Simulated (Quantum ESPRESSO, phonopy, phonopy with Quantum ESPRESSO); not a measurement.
# GaP (F-43m): a volume series of phonon spectra, part 2 of 2

Which modes of GaP drive its thermal expansion?

What experiment has found for this phase:
- volume expansion coefficient 15.9 1e-6/K, heat capacity C_P per formula unit 44.2 J/mol/K and bulk modulus 88.7 GPa near room temperature (given in “High-Throughput Prediction of Finite-Temperature Properties using the Quasi-Harmonic Approximation”, 2016, arXiv:1603.06924)

Quantum ESPRESSO 7.5; DFT LDA, scalar-relativistic, plane waves, PseudoDojo norm-conserving pseudopotentials.

So far. Step 13 (Self-consistent run, V/V0 0.985): The run ends at a pressure of 1.39 GPa. Step 14 (Born charges and dielectric tensor): The Born charges sum to zero within 0.12 e; the rest is removed before use. Acoustic frequencies in this log differ from zero by the error of the sum rule, which ph.x does not impose.

## (15) A displaced supercell

System of this step: GaP. The structure is monoclinic, space group Cm (No. 8). The conventional cell has a = 13.130 Å, b = 7.581 Å, c = 7.581 Å, α = 90.00°, β = 125.26°, γ = 90.00°. Ga has 4 P at 2.30 to 2.34 Å nearest. Ga has 4 P at 2.32 Å nearest. Nearest to Ga lie 4 P at 2.32 Å. Ga has 4 P at 2.32 Å nearest. Farther neighbours are not listed.

disp-00001.in

```
 &control
    calculation='scf',
    prefix='x',
    outdir='./tmp',
    pseudo_dir='./pseudo',
    tprnfor=.true.,
    disk_io='none',
 /
 &system
    ibrav=0,
    nat=16,
    ntyp=2,
    ecutwfc=80.0,
    occupations='fixed',
    nbnd=74,
 /
 &electrons
    conv_thr=1.0d-11,
    mixing_beta=0.7,
    electron_maxstep=100,
 /
ATOMIC_SPECIES
 Ga     69.7230  Ga.upf
 P      30.9738  P.upf
CELL_PARAMETERS angstrom
     0.000000000    5.360225045    5.360225045
     5.360225045    0.000000000    5.360225045
     5.360225045    5.360225045    0.000000000
ATOMIC_POSITIONS crystal
 Ga     0.002638347   0.000000000   0.000000000
 Ga     0.500000000   0.000000000   0.000000000
 Ga     0.000000000   0.500000000   0.000000000
 Ga     0.500000000   0.500000000   0.000000000
 Ga     0.000000000   0.000000000   0.500000000
 Ga     0.500000000   0.000000000   0.500000000
 Ga     0.000000000   0.500000000   0.500000000
 Ga     0.500000000   0.500000000   0.500000000
 P      0.125000000   0.125000000   0.125000000
 P      0.625000000   0.125000000   0.125000000
 P      0.125000000   0.625000000   0.125000000
 P      0.625000000   0.625000000   0.125000000
 P      0.125000000   0.125000000   0.625000000
 P      0.625000000   0.125000000   0.625000000
 P      0.125000000   0.625000000   0.625000000
 P      0.625000000   0.625000000   0.625000000
K_POINTS automatic
 3 3 3 0 0 0
```

The run is started by

```bash
$ OMP_NUM_THREADS=1 mpirun -n 2 pw.x -nk 2 -in disp-00001.in > disp-00001.out
```

It took 6.6 min on 2 MPI ranks of Arm Neoverse V2, shared host.

## (16) Phonons, V/V0 0.985

This step: DFT LDA, scalar-relativistic, plane waves, PseudoDojo norm-conserving pseudopotentials (phonopy with Quantum ESPRESSO 4.10.0 / 7.5).

It took 6.6 min on 4 threads; 25 min of CPU time.

Phonopy, LO-TO term from ph.x's tensors. Phonon branches along the path, in cm⁻¹:

| point | branch 1 | branch 2 | branch 3 | branch 4 | branch 5 | branch 6 |
| --- | --- | --- | --- | --- | --- | --- |
| Γ | 0 | 0 | 0 | 372 | 372 | 402 |
| halfway | 72 | 72 | 170 | 371 | 371 | 393 |
| X | 100 | 100 | 255 | 370 | 370 | 374 |
| halfway | 99 | 119 | 249 | 363 | 370 | 379 |
| U | 95 | 151 | 233 | 357 | 370 | 384 |
| jump to K | 95 | 151 | 233 | 357 | 370 | 384 |
| halfway | 61 | 104 | 169 | 371 | 373 | 388 |
| Γ | 0 | 0 | 0 | 372 | 372 | 402 |
| halfway | 54 | 54 | 159 | 371 | 371 | 394 |
| L | 77 | 77 | 236 | 370 | 370 | 378 |
| halfway | 91 | 136 | 226 | 360 | 370 | 384 |
| W | 121 | 150 | 226 | 352 | 373 | 384 |
| halfway | 111 | 124 | 243 | 359 | 371 | 381 |
| X | 100 | 100 | 255 | 370 | 370 | 374 |

No mode is imaginary beyond numerical noise along the path. The highest zone-centre mode (no LO–TO term) moved by +1.9 % for a volume change of -1.5 %.

The time given is that of the 2 pw.x runs on displaced cells behind this step.

## (17) Ground state at this cell, V/V0 1.03

This step: DFT LDA, scalar-relativistic, plane waves, PseudoDojo norm-conserving pseudopotentials (Quantum ESPRESSO 7.5).

System of this step: GaP. The structure is cubic, space group F-43m (No. 216). The conventional cell has a = 5.441 Å, b = 5.441 Å, c = 5.441 Å, α = 90.00°, β = 90.00°, γ = 90.00°. Nearest to Ga lie 4 P at 2.36 Å. P has 4 Ga at 2.36 Å nearest. Farther neighbours are not listed.

scf.in

```
 &control
    calculation='scf',
    prefix='x',
    outdir='./tmp',
    pseudo_dir='./pseudo',
    tprnfor=.true.,
    tstress=.true.,
 /
 &system
    ibrav=0,
    nat=2,
    ntyp=2,
    ecutwfc=80.0,
    occupations='fixed',
    nbnd=11,
 /
 &electrons
    conv_thr=1.0d-12,
    mixing_beta=0.7,
    electron_maxstep=100,
 /
ATOMIC_SPECIES
 Ga     69.7230  Ga.upf
 P      30.9738  P.upf
CELL_PARAMETERS angstrom
     0.000000000    2.720320197    2.720320197
     2.720320197    0.000000000    2.720320197
     2.720320197    2.720320197    0.000000000
ATOMIC_POSITIONS crystal
 Ga     0.000000000   0.000000000   0.000000000
 P      0.250000000   0.250000000   0.250000000
K_POINTS automatic
 8 8 8 0 0 0
```

The run is started by

```bash
$ OMP_NUM_THREADS=1 mpirun -n 4 pw.x -nk 4 -in scf.in > scf.out
```

Run time: 7.1 s. Hardware: 4 MPI ranks.

The run ends at a pressure of -2.51 GPa.

## (18) Zone-centre response

ph.in

```
phonons
 &inputph
    prefix='x',
    outdir='./tmp',
    fildyn='x.dyn',
    tr2_ph=1.0d-18,
    epsil=.true.,
 /
0.000000000 0.000000000 0.000000000
```

scf.in is that of step 17.

The run is started by

```bash
$ OMP_NUM_THREADS=1 mpirun -n 4 ph.x -nk 4 -in ph.in > ph.out
```

Wall time 2.7 min (4 MPI ranks); 11 min of CPU time.

The Born charges sum to zero within 0.13 e; the rest is removed before use. Acoustic frequencies in this log differ from zero by the error of the sum rule, which ph.x does not impose.

## (19) A displaced supercell

System of this step: GaP. It takes space group Cm (No. 8, monoclinic). The conventional cell has a = 13.327 Å, b = 7.694 Å, c = 7.694 Å, α = 90.00°, β = 125.26°, γ = 90.00°. Nearest to Ga lie 4 P at 2.34 to 2.37 Å. Nearest to Ga lie 4 P at 2.36 Å. Ga has 4 P at 2.36 Å nearest. Ga has 4 P at 2.36 Å nearest. Farther neighbours are not listed.

disp-00001.in: that of step 15 with these lines changed.

```diff
@@ -25,7 +25,7 @@
 CELL_PARAMETERS angstrom
-     0.000000000    5.360225045    5.360225045
-     5.360225045    0.000000000    5.360225045
-     5.360225045    5.360225045    0.000000000
+     0.000000000    5.440640395    5.440640395
+     5.440640395    0.000000000    5.440640395
+     5.440640395    5.440640395    0.000000000
 ATOMIC_POSITIONS crystal
- Ga     0.002638347   0.000000000   0.000000000
+ Ga     0.002599351   0.000000000   0.000000000
  Ga     0.500000000   0.000000000   0.000000000
```

The run is started by

```bash
$ OMP_NUM_THREADS=1 mpirun -n 2 pw.x -nk 2 -in disp-00001.in > disp-00001.out
```

Run time: 7.2 min. Hardware: 2 MPI ranks.

## (20) Lattice dynamics at this volume, V/V0 1.03

This step: DFT LDA, scalar-relativistic, plane waves, PseudoDojo norm-conserving pseudopotentials (phonopy with Quantum ESPRESSO 4.10.0 / 7.5).

Elapsed: 7.2 min, on 4 threads; 28 min of CPU time.

No mode is imaginary beyond numerical noise along the path. The highest zone-centre mode (no LO–TO term) moved by -3.6 % for a volume change of +3.0 %.

The time given is that of the 2 pw.x runs on displaced cells behind this step.

## (21) Ground state at this cell, V/V0 0.97

This step: DFT LDA, scalar-relativistic, plane waves, PseudoDojo norm-conserving pseudopotentials (Quantum ESPRESSO 7.5).

System of this step: GaP. The structure is cubic, space group F-43m (No. 216). Conventional cell: a = 5.333 Å, b = 5.333 Å, c = 5.333 Å, α = 90.00°, β = 90.00°, γ = 90.00°. Ga has 4 P at 2.31 Å nearest. Nearest to P lie 4 Ga at 2.31 Å. Farther neighbours are not listed.

scf.in: that of step 18 with these lines changed.

```diff
@@ -25,5 +25,5 @@
 CELL_PARAMETERS angstrom
-     0.000000000    2.720320197    2.720320197
-     2.720320197    0.000000000    2.720320197
-     2.720320197    2.720320197    0.000000000
+     0.000000000    2.666438241    2.666438241
+     2.666438241    0.000000000    2.666438241
+     2.666438241    2.666438241    0.000000000
 ATOMIC_POSITIONS crystal
```

The run is started by

```bash
$ OMP_NUM_THREADS=1 mpirun -n 4 pw.x -nk 4 -in scf.in > scf.out
```

Run time: 6.4 s. Hardware: 4 MPI ranks; 25 s of CPU time.

The run ends at a pressure of 2.92 GPa.

## (22) Zone-centre response

ph.in is that of step 18.

scf.in is that of step 21.

The run is started by

```bash
$ OMP_NUM_THREADS=1 mpirun -n 4 ph.x -nk 4 -in ph.in > ph.out
```

The job ended after 2.7 min (4 MPI ranks; 11 min of CPU time).

The Born charges sum to zero within 0.12 e; the rest is removed before use. Acoustic frequencies in this log differ from zero by the error of the sum rule, which ph.x does not impose.

## (23) A displaced supercell

System of this step: GaP. Symmetry: Cm, No. 8, monoclinic system. The conventional cell has a = 13.063 Å, b = 7.542 Å, c = 7.542 Å, α = 90.00°, β = 125.26°, γ = 90.00°. Nearest to Ga lie 4 P at 2.29 to 2.33 Å. Ga has 4 P at 2.31 Å nearest. Nearest to Ga lie 4 P at 2.31 Å. Nearest to Ga lie 4 P at 2.31 Å. Farther neighbours are not listed.

disp-00001.in: that of step 19 with these lines changed.

```diff
@@ -25,7 +25,7 @@
 CELL_PARAMETERS angstrom
-     0.000000000    5.440640395    5.440640395
-     5.440640395    0.000000000    5.440640395
-     5.440640395    5.440640395    0.000000000
+     0.000000000    5.332876482    5.332876482
+     5.332876482    0.000000000    5.332876482
+     5.332876482    5.332876482    0.000000000
 ATOMIC_POSITIONS crystal
- Ga     0.002599351   0.000000000   0.000000000
+ Ga     0.002651878   0.000000000   0.000000000
  Ga     0.500000000   0.000000000   0.000000000
```

The run is started by

```bash
$ OMP_NUM_THREADS=1 mpirun -n 2 pw.x -nk 2 -in disp-00001.in > disp-00001.out
```

Wall time 6.5 min (2 MPI ranks); 13 min of CPU time.

## (24) Lattice dynamics at this volume, V/V0 0.97

This step: DFT LDA, scalar-relativistic, plane waves, PseudoDojo norm-conserving pseudopotentials (phonopy with Quantum ESPRESSO 4.10.0 / 7.5).

It took 6.5 min on 4 threads; 25 min of CPU time.

Phonopy, LO-TO term from ph.x's tensors. The phonon branches at the labelled points (cm⁻¹):

| point | branch 1 | branch 2 | branch 3 | branch 4 | branch 5 | branch 6 |
| --- | --- | --- | --- | --- | --- | --- |
| Γ | 0 | 0 | 0 | 380 | 380 | 408 |
| halfway | 70 | 70 | 172 | 379 | 379 | 400 |
| X | 98 | 98 | 259 | 378 | 378 | 381 |
| halfway | 97 | 118 | 253 | 370 | 378 | 387 |
| U | 93 | 150 | 237 | 363 | 378 | 393 |
| jump to K | 93 | 150 | 237 | 363 | 378 | 393 |
| halfway | 60 | 104 | 172 | 378 | 381 | 395 |
| Γ | 0 | 0 | 0 | 380 | 380 | 408 |
| halfway | 53 | 53 | 161 | 379 | 379 | 400 |
| L | 75 | 75 | 239 | 378 | 378 | 386 |
| halfway | 89 | 136 | 229 | 367 | 378 | 392 |
| W | 120 | 148 | 230 | 359 | 381 | 392 |
| halfway | 109 | 122 | 247 | 366 | 380 | 389 |
| X | 98 | 98 | 259 | 378 | 378 | 381 |

No mode is imaginary beyond numerical noise along the path. The highest zone-centre mode (no LO–TO term) moved by +3.8 % for a volume change of -3.0 %.

The time given is that of the 2 pw.x runs on displaced cells behind this step.

## (25) Ground state at this cell, V/V0 1.05

This step: DFT LDA, scalar-relativistic, plane waves, PseudoDojo norm-conserving pseudopotentials (Quantum ESPRESSO 7.5).

System of this step: GaP. Symmetry: F-43m, No. 216, cubic system. The conventional cell has a = 5.476 Å, b = 5.476 Å, c = 5.476 Å, α = 90.00°, β = 90.00°, γ = 90.00°. Nearest to Ga lie 4 P at 2.37 Å. P has 4 Ga at 2.37 Å nearest. Farther neighbours are not listed.

scf.in: that of step 22 with these lines changed.

```diff
@@ -25,5 +25,5 @@
 CELL_PARAMETERS angstrom
-     0.000000000    2.666438241    2.666438241
-     2.666438241    0.000000000    2.666438241
-     2.666438241    2.666438241    0.000000000
+     0.000000000    2.737814699    2.737814699
+     2.737814699    0.000000000    2.737814699
+     2.737814699    2.737814699    0.000000000
 ATOMIC_POSITIONS crystal
```

The run is started by

```bash
$ OMP_NUM_THREADS=1 mpirun -n 4 pw.x -nk 4 -in scf.in > scf.out
```

Wall time 7.4 s (4 MPI ranks).

The run ends at a pressure of -3.96 GPa.

## (26) Born charges and dielectric tensor

ph.in is that of step 22.

scf.in is that of step 25.

The run is started by

```bash
$ OMP_NUM_THREADS=1 mpirun -n 4 ph.x -nk 4 -in ph.in > ph.out
```

Run time: 2.8 min. Hardware: 4 MPI ranks; 11 min of CPU time.

ε∞:

```
12.35  0.00  0.00
 0.00 12.35  0.00
 0.00  0.00 12.35
```

The Born charges sum to zero within 0.13 e; the rest is removed before use. Acoustic frequencies in this log differ from zero by the error of the sum rule, which ph.x does not impose.

## (27) Forces on a displaced cell

System of this step: GaP. Symmetry: Cm, No. 8, monoclinic system. The conventional cell has a = 13.412 Å, b = 7.744 Å, c = 7.744 Å, α = 90.00°, β = 125.26°, γ = 90.00°. Nearest to Ga lie 4 P at 2.35 to 2.39 Å. Ga has 4 P at 2.37 Å nearest. Nearest to Ga lie 4 P at 2.37 Å. Ga has 4 P at 2.37 Å nearest. Farther neighbours are not listed.

disp-00001.in: that of step 23 with these lines changed.

```diff
@@ -25,7 +25,7 @@
 CELL_PARAMETERS angstrom
-     0.000000000    5.332876482    5.332876482
-     5.332876482    0.000000000    5.332876482
-     5.332876482    5.332876482    0.000000000
+     0.000000000    5.475629398    5.475629398
+     5.475629398    0.000000000    5.475629398
+     5.475629398    5.475629398    0.000000000
 ATOMIC_POSITIONS crystal
- Ga     0.002651878   0.000000000   0.000000000
+ Ga     0.002582742   0.000000000   0.000000000
  Ga     0.500000000   0.000000000   0.000000000
```

The run is started by

```bash
$ OMP_NUM_THREADS=1 mpirun -n 2 pw.x -nk 2 -in disp-00001.in > disp-00001.out
```

Elapsed: 7.6 min, on 2 MPI ranks; 15 min of CPU time.

## (28) Phonons, V/V0 1.05

This step: DFT LDA, scalar-relativistic, plane waves, PseudoDojo norm-conserving pseudopotentials (phonopy with Quantum ESPRESSO 4.10.0 / 7.5).

Wall time 7.6 min (4 threads); 28 min of CPU time.

No mode is imaginary beyond numerical noise along the path. The highest zone-centre mode (no LO–TO term) moved by -5.8 % for a volume change of +5.0 %.

The time given is that of the 2 pw.x runs on displaced cells behind this step.

## (29) Mode Grüneisen parameters

This step: DFT LDA, scalar-relativistic, plane waves, PseudoDojo norm-conserving pseudopotentials (phonopy 4.10.0).

Numbers from this step:

* share of modes with a negative Grüneisen parameter: 0.332

Mean Grüneisen, by row:

| T (K) | heat-capacity-weighted mean | root mean square |
| --- | --- | --- |
| 50 | -0.592 | 0.895 |
| 100 | -0.045 | 0.964 |
| 200 | 0.405 | 1.079 |
| 300 | 0.513 | 1.108 |
| 500 | 0.571 | 1.123 |
| 800 | 0.591 | 1.129 |

Mean mode Grueneisen parameter against wavenumber:

| wavenumber (cm⁻¹) | mean mode Grueneisen parameter |
| --- | --- |
| 7 | - |
| 20 | -1.11 |
| 33 | -0.909 |
| 46 | -0.869 |
| 59 | -0.974 |
| 72 | -0.993 |
| 86 | -0.912 |
| 99 | -0.752 |
| 112 | -0.385 |
| 125 | -0.165 |
| 138 | -0.0128 |
| 151 | -0.0372 |
| 165 | 0.615 |
| 178 | 0.968 |
| 191 | 0.957 |
| 204 | 0.975 |
| 217 | 1.02 |
| 230 | 0.999 |
| 244 | 1 |
| 257 | - |
| 270 | - |
| 283 | - |
| 296 | - |
| 309 | - |
| 323 | - |
| 336 | - |
| 349 | 1.24 |
| 362 | 1.37 |
| 375 | 1.36 |
| 388 | 1.13 |

Volume series, by row:

| V/V0 | V (Å³/atom) | pressure (GPa) | E - E0 (meV/atom) | gap (eV) | zero-point energy (meV/atom) | lowest on the path (cm⁻¹) | highest at Gamma without the LO-TO term (cm⁻¹) |
| --- | --- | --- | --- | --- | --- | --- | --- |
| 0.97 | 18.96 | 2.916 | 5.262 | 1.373 | 47.97 | 0 | 379.5 |
| 0.985 | 19.25 | 1.388 | 1.287 | 1.406 | 47.23 | 0 | 372.5 |
| 1 | 19.54 | -0.02 | 0 | 1.438 | 46.51 | 0 | 365.7 |
| 1.015 | 19.84 | -1.318 | 1.183 | 1.468 | 45.8 | 0 | 359.1 |
| 1.03 | 20.13 | -2.513 | 4.649 | 1.492 | 45.09 | 0 | 352.7 |
| 1.05 | 20.52 | -3.96 | 12.51 | 1.459 | 44.16 | 0 | 344.4 |

Optical frequency at Gamma without the LO-TO term, mode 4 against V/V0:

| V/V0 | optical frequency at Gamma without the LO-TO term, mode 4 (cm⁻¹) |
| --- | --- |
| 0.9700 | 380 |
| 0.9850 | 373 |
| 1.0000 | 366 |
| 1.0150 | 359 |
| 1.0300 | 353 |
| 1.0500 | 344 |

Grüneisen at points, by row:

| point | branch | frequency (cm⁻¹) | mode Grüneisen parameter |
| --- | --- | --- | --- |
| Γ | 4 | 365.7 | 1.22 |
| Γ | 6 | 395.1 | 1.07 |
| X | 1 | 102 | -1.1 |
| X | 3 | 251.5 | 0.98 |
| X | 4 | 361.3 | 1.5 |
| X | 6 | 367.1 | 1.19 |
| U | 1 | 96.6 | -1.15 |
| U | 2 | 151.6 | -0.2 |
| U | 3 | 229 | 1.09 |
| U | 4 | 349.9 | 1.25 |
| U | 5 | 361.4 | 1.47 |
| U | 6 | 375.9 | 1.45 |
| K | 1 | 96.6 | -1.15 |
| K | 2 | 151.6 | -0.2 |
| K | 3 | 229 | 1.09 |
| K | 4 | 349.9 | 1.25 |
| K | 5 | 361.4 | 1.47 |
| K | 6 | 375.9 | 1.45 |
| L | 1 | 78.6 | -1.26 |
| L | 3 | 233.6 | 0.84 |
| L | 4 | 362.6 | 1.39 |
| L | 6 | 370.7 | 1.29 |
| W | 1 | 121.5 | -0.31 |
| W | 2 | 150.7 | -0.49 |
| W | 3 | 222.3 | 1.2 |
| W | 4 | 346 | 1.21 |
| W | 5 | 364.5 | 1.5 |
| W | 6 | 375.4 | 1.46 |

## (30) Free-energy fit

Numbers from this step:

```yaml
volume_expansion_coefficient_at_300_k: 11.34 1e-6/K
isothermal_bulk_modulus_at_300_k: 86.52 GPa
c_p_at_300_k: 21.77 J/mol-atom/K
grueneisen_parameter_at_300_k: 0.535
```

Energy (each curve on its own zero) against volume; values in meV/atom:

| volume (Å³/atom) | static | F at 0 K | F at 300 K | F at 900 K |
| --- | --- | --- | --- | --- |
| 18.958 | 5.26 | 7.11 | 7.55 | 10.7 |
| 19.251 | 1.29 | 2.4 | 2.73 | 4.82 |
| 19.544 | 0 | 0.38 | 0.56 | 1.43 |
| 19.838 | 1.18 | 0.85 | 0.82 | 0.37 |
| 20.131 | 4.65 | 3.61 | 3.34 | 1.48 |
| 20.522 | 12.5 | 10.6 | 9.88 | 6.04 |

Phonopy-qha, vinet fit of F(V) at each temperature; no electronic free energy. Qha vinet, by row:

| T (K) | fitted volume (Å³/atom) | alpha_V (1e-6/K) | B_T (GPa) | C_P (J/mol-atom/K) | Grueneisen |
| --- | --- | --- | --- | --- | --- |
| 100 | 19.63 | -0.07 | 88.4 | 10.94 | -0.006411 |
| 150 | 19.63 | 4.31 | 88.01 | 15.64 | 0.2864 |
| 200 | 19.64 | 7.66 | 87.55 | 18.69 | 0.4243 |
| 250 | 19.65 | 9.87 | 87.04 | 20.58 | 0.4946 |
| 300 | 19.66 | 11.34 | 86.52 | 21.77 | 0.5347 |
| 350 | 19.67 | 12.37 | 85.99 | 22.57 | 0.56 |
| 400 | 19.68 | 13.13 | 85.45 | 23.11 | 0.5774 |
| 450 | 19.69 | 13.71 | 84.92 | 23.51 | 0.59 |
| 500 | 19.71 | 14.19 | 84.38 | 23.8 | 0.5996 |
| 550 | 19.72 | 14.58 | 83.84 | 24.02 | 0.6074 |
| 600 | 19.74 | 14.92 | 83.3 | 24.2 | 0.6139 |
| 650 | 19.75 | 15.22 | 82.77 | 24.34 | 0.6195 |
| 700 | 19.77 | 15.5 | 82.23 | 24.46 | 0.6245 |
| 750 | 19.78 | 15.75 | 81.7 | 24.56 | 0.6289 |
| 800 | 19.8 | 15.99 | 81.16 | 24.65 | 0.6331 |
| 850 | 19.81 | 16.22 | 80.63 | 24.72 | 0.6369 |

Volume expansion coefficient, phonopy-qha, Vinet against temperature:

| temperature (K) | volume expansion coefficient, phonopy-qha, Vinet (1e-6/K) |
| --- | --- |
| 75 | -1.83 |
| 100 | -0.07 |
| 125 | 2.17 |
| 150 | 4.31 |
| 175 | 6.15 |
| 225 | 8.88 |
| 250 | 9.87 |
| 275 | 10.7 |
| 300 | 11.3 |
| 325 | 11.9 |
| 350 | 12.4 |
| 375 | 12.8 |
| 400 | 13.1 |
| 425 | 13.4 |
| 450 | 13.7 |
| 500 | 14.2 |
| 525 | 14.4 |
| 550 | 14.6 |
| 575 | 14.8 |
| 600 | 14.9 |
| 625 | 15.1 |
| 650 | 15.2 |
| 675 | 15.4 |
| 700 | 15.5 |
| 725 | 15.6 |
| 775 | 15.9 |
| 800 | 16.0 |
| 825 | 16.1 |
| 850 | 16.2 |
| 875 | 16.3 |

The fit gives a volume expansion of 11.3 × 10⁻⁶/K at 300 K.

## (31) Outcome

| Property | Result |
| --- | --- |
| volume expansion coefficient at 300 K | 11.34 1e-6/K |
| isothermal bulk modulus at 300 K | 86.52 GPa |
| C_P at 300 K | 21.77 J/mol-atom/K |
| Grüneisen parameter at 300 K | 0.535 |
| mean mode Grüneisen parameter at 300 K | 0.513 |

Near room temperature GaP expands by 11.3 × 10⁻⁶/K in volume by LDA, with C_P = 21.8 J/(mol K) per mole of atoms and B_T = 86.5 GPa. The q-mesh is coarse, and the expansion can converge slowly with it. C_P at room temperature is 87 % of the classical 3R an atom, so the stiffest modes are still partly frozen out. A measured volume expansion coefficient near room temperature is 15.9 1e-6/K (arXiv:1603.06924); the calculated 11.3 1e-6/K differs by -29 %. A measured bulk modulus near room temperature is 88.7 GPa (arXiv:1603.06924); the calculated 86.5 GPa differs by -2 %. The table does not say whether its value is isothermal or adiabatic. A measured heat capacity per formula unit near room temperature is 44.2 J/mol/K (arXiv:1603.06924); the calculated 43.5 J/mol/K differs by -1 %. The heat-capacity-weighted Grüneisen parameter goes from -0.592 at 50 K to 0.591 at 800 K; 33 % of the modes stiffen on expansion. Weighting γ by the density of states and each mode's heat capacity at 300 K, the lowest third of the frequency range (cuts at 130 and 270 cm⁻¹) pulls the cell inward, while the rest pushes it outward. Among the labelled points γ is largest for branch 4 at X (361 cm⁻¹, 1.5) and most negative for branch 1 at L (78.6 cm⁻¹, -1.3). The supercell is small: only its own wavevectors are exact, and branches between them are interpolated and can be misplaced.

[Logs are printed without paths, hosts, clocks, repeated set-up lines and the standing remarks that a program may print on its own settings, such as how far it seeks lower states.]

[Hosts, paths, dates, database ids (printed as entryN), source tags and the programs' standing remarks are cut or masked in the printed files.]

[A step with changed settings may run another functional than the one named; its input shows which.]

[Of the runs on displaced cells, only some may be shown.]
